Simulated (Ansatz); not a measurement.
# Band gap of Cd5B3ClO9 (Cm) from density functionals to GW, part 2 of 2

What gap does each level of theory give for Cd5B3ClO9 (Cm), and in what time?

Ansatz 0.2.0; density functionals, hybrids and G0W0, plane waves, PAW. Known limits of the many-body steps: finite bands, screening cutoff and k mesh; no spin-orbit coupling in G0W0; d shells not analysed.

So far. Step 11 (G0W0@HSE06, 2×2×4 mesh, 1033 empty bands, screening to …): Over all 9 irreducible mesh points the G0W0 gap is 4.312 eV, from k = (0.000, 0.000, -0.500) to k = Γ. The HSE06 gap of this run on the mesh is 3.571 eV. The two states that bound the G0W0 gap lie that far apart at the start, so the correction of the gap is 4.312 − 3.571 = +0.741 eV. G0W0@HSE06 against G0W0@PBE with 1118 bands: 4.312 − 3.484 = +0.828 eV, with the same mesh, files and cutoffs, and both edges at the same k points.

In doubt: masses and optical values from hybrid runs of this build are listed as unsure (steps 11, 12), which bears on the screening that GW takes from such a start.

**13. Gap and time by level**

Each gap is the least one over the points named; times are wall times on shared hosts, not benchmarks. A G0W0 time includes the run's own self-consistent start. Runs with listed points see these and the mesh alone, so an edge that moves elsewhere is missed. Rows marked * are further runs, not shown as steps, whose inputs differ from the G0W0 step on the same start in the columns given; solver thresholds can differ too.

```csv
level,mesh,"files, cutoff","bands summed, screening",points,gap (eV),valence top,conduction bottom,least direct gap (eV),time
LDA,4×4×6,"soft_1 PAW, 420 eV",-,mesh and listed points,1.820,"(0.000, 0.000, -0.400)",Γ,1.889,8.7 s
PBEsol,4×4×6,"soft_1 PAW, 420 eV",-,mesh and listed points,1.862,"(0.000, 0.000, -0.400)",Γ,1.928,14 s
PBE,4×4×6,"soft_1 PAW, 420 eV",-,mesh and path,1.983,"(0.000, 0.000, -0.400)",Γ,2.045,16 s
PBE+SOC,4×4×6,"soft_1 PAW, 420 eV",-,mesh and listed points,1.980,"(0.000, 0.000, -0.400)",Γ,2.045,23 s
r2SCAN,4×4×6,"soft_1 PAW, 500 eV",-,mesh and listed points,2.494,"(0.000, 0.000, -0.500)",Γ,2.567,13 s
HSE06,2×2×4,"soft_1 PAW, 420 eV",-,mesh and listed points,3.571,"(0.000, 0.000, -0.500)",Γ,3.672,57 s
PBE0,2×2×4,"soft_1 PAW, 420 eV",-,mesh and listed points,4.302,"(0.000, 0.000, -0.500)",Γ,4.405,57 s
DDH-PBE0,2×2×4,"soft_1 PAW, 420 eV",-,mesh and listed points,4.374,"(0.000, 0.000, -0.500)",Γ,4.479,2.3 min
G0W0@PBE*,2×2×4,"soft_1 PAW, 420 eV","254, 48 eV",all 9 irreducible mesh points,3.402,"(0.000, 0.000, -0.500)",Γ,3.457,21 s
G0W0@PBE*,2×2×4,"soft_1 PAW, 420 eV","565, 96 eV",all 9 irreducible mesh points,3.350,"(0.000, 0.000, -0.500)",Γ,3.392,36 s
G0W0@PBE,2×2×4,"soft_1 PAW, 420 eV","1118, 160 eV",all 9 irreducible mesh points,3.484,"(0.000, 0.000, -0.500)",Γ,3.525,83 s
G0W0@HSE06,2×2×4,"soft_1 PAW, 420 eV","1118, 160 eV",all 9 irreducible mesh points,4.312,"(0.000, 0.000, -0.500)",Γ,4.373,5.2 min
G0W0@PBE0,2×2×4,"soft_1 PAW, 420 eV","1118, 160 eV",all 9 irreducible mesh points,4.525,"(0.000, 0.000, -0.500)",Γ,4.591,5.2 min
```

**14. Results**

```json
{
  "LDA, over mesh and listed points": "1.820 eV",
  "PBEsol, over mesh and listed points": "1.862 eV",
  "PBE, over mesh and path": "1.983 eV",
  "PBE+SOC, over mesh and listed points": "1.980 eV",
  "r2SCAN, over mesh and listed points": "2.494 eV",
  "HSE06, over mesh and listed points": "3.571 eV",
  "PBE0, over mesh and listed points": "4.302 eV",
  "DDH-PBE0, over mesh and listed points": "4.374 eV",
  "G0W0@PBE (1118 bands, 2×2×4), over all 9 irreducible mesh points": "3.484 eV",
  "G0W0@HSE06, over all 9 irreducible mesh points": "4.312 eV",
  "G0W0@PBE0, over all 9 irreducible mesh points": "4.525 eV",
  "known limits": "finite bands, screening cutoff and k mesh; no spin-orbit coupling in G0W0; d shells not analysed"
}
```

In words: The rows run from 1.820 eV (LDA) to 4.525 eV (G0W0@PBE0). They differ in mesh, plane-wave cutoff, bands and screening cutoff of G0W0 and the points over which the gap was sought as well as in level, so only pairs that share these are like for like. PBEsol against LDA: 1.862 − 1.820 = +0.042 eV, with the same mesh, files and cutoff, and both edges at the same k points. PBE against PBEsol: 1.983 − 1.862 = +0.121 eV, with the same mesh, files and cutoff, and both edges at the same k points. PBE+SOC against PBE: 1.980 − 1.983 = −0.003 eV, with the same mesh, set of files (read in its fully relativistic form for the spin-orbit run) and cutoff, and both edges at the same k points. The spin-orbit run sees mesh and listed points alone, so its gap is an upper bound: the coupling can move an edge off these points, the more so as this crystal has no centre of inversion, and the change over the zone, its sign included where it is small, is not known. PBE0 against HSE06: 4.302 − 3.571 = +0.731 eV, with the same mesh, files and cutoff, and both edges at the same k points. DDH-PBE0 against PBE0: 4.374 − 4.302 = +0.072 eV, with the same mesh, files and cutoff, and both edges at the same k points. G0W0@HSE06 against G0W0@PBE with 1118 bands: 4.312 − 3.484 = +0.828 eV, with the same mesh, files and cutoffs, and both edges at the same k points. G0W0@PBE0 against G0W0@HSE06 with 1118 bands: 4.525 − 4.312 = +0.213 eV, with the same mesh, files and cutoffs, and both edges at the same k points. The dielectric-dependent hybrid took 0.258 of exact exchange, against 0.25 in PBE0. G0W0@PBE (1118 bands, 2×2×4) moves the gap of its own start on the mesh by 3.484 − 1.985 = +1.499 eV, between the same two levels. Over mesh and path, PBE puts the valence top at k = (0.000, 0.000, -0.400), where no G0W0 correction was computed. The G0W0 gap over the whole zone is therefore not known from this run; at its settings it can only be equal to or under the 3.484 eV found, and no correction is carried over from another point. For the start itself the gap is 1.983 eV over mesh and path and 1.985 eV on the mesh of the G0W0 run, in runs that differ in mesh (4×4×6 and 2×2×4). G0W0@HSE06 moves the gap of its own start on the mesh by 4.312 − 3.571 = +0.741 eV, between the same two levels. Both edges that HSE06 shows over mesh and listed points lie at k points where levels were corrected. Levels at other points were not corrected, so a lower G0W0 gap elsewhere in the zone is not ruled out. G0W0@PBE0 moves the gap of its own start on the mesh by 4.525 − 4.302 = +0.223 eV, between the same two levels. Both edges that PBE0 shows over mesh and listed points lie at k points where levels were corrected. Levels at other points were not corrected, so a lower G0W0 gap elsewhere in the zone is not ruled out. What spin-orbit coupling does to the G0W0 levels was not computed, so no sum with the G0W0 gap is formed. For G0W0@PBE: from 254 bands and 48 eV to 1118 bands and 160 eV the gap moves by 3.484 − 3.402 = +0.082 eV (rung by rung 3.402, 3.350, 3.484 eV); bands and screening cutoff rise together, so their parts are not told apart. The gap turns back along the series (3.402, 3.350, 3.484 eV), so no line is drawn and the limit is not known. The other G0W0 rows are shown at one basis each (1118 bands), so their distance from the limit is not known here. For G0W0@PBE0: the program's warnings for this run: coarse exchange mesh. The G0W0 runs are scalar-relativistic. One-shot GW is known to converge slowly in bands for compounds with shallow d shells. The cell holds Cd; the filling of the d shell and its place against the gap were not analysed here. No pair of G0W0 runs that differ in the mesh alone is shown (2×2×4 is a supercell whose nearest images lie 14 Å apart), so the error from the mesh is not known here. G0W0@PBE runs of this series with other atomic data on the same mesh, not shown as steps, give 3.583 eV (hard PAW, 930 eV, 1617 bands, screening to 208 eV); where bands and cutoffs differ too, the part of the files is not isolated.

[Paths, hosts, dates, memory and timing lines, banners, echoed tables and standing remarks are left out of the program output.]

[Logs are printed without paths, hosts, clocks, repeated set-up lines and the standing remarks that a program may print on its own settings, such as how far it seeks lower states.]

[Runs of the session that timed out or met a known fault of the program may be left out.]

[Cells called generated may have been cut or substituted from an entry of the Crystallography Open Database or the Materials Project.]

[Hosts, paths, dates, database ids (printed as entryN), source tags and the programs' standing remarks are cut or masked in the printed files.]

[Where an RPA ε∞ is given, it is that of the G0W0 mesh and is not shown converged in it. Names of k-points follow the symmetry that the program found, which can be lower than the space group named. Band edges on a path are those of the sampled points; other points can move an edge, and change direct to indirect where valleys lie close.]

[Hybrid gaps are those of their k-mesh and are not shown converged in it.]
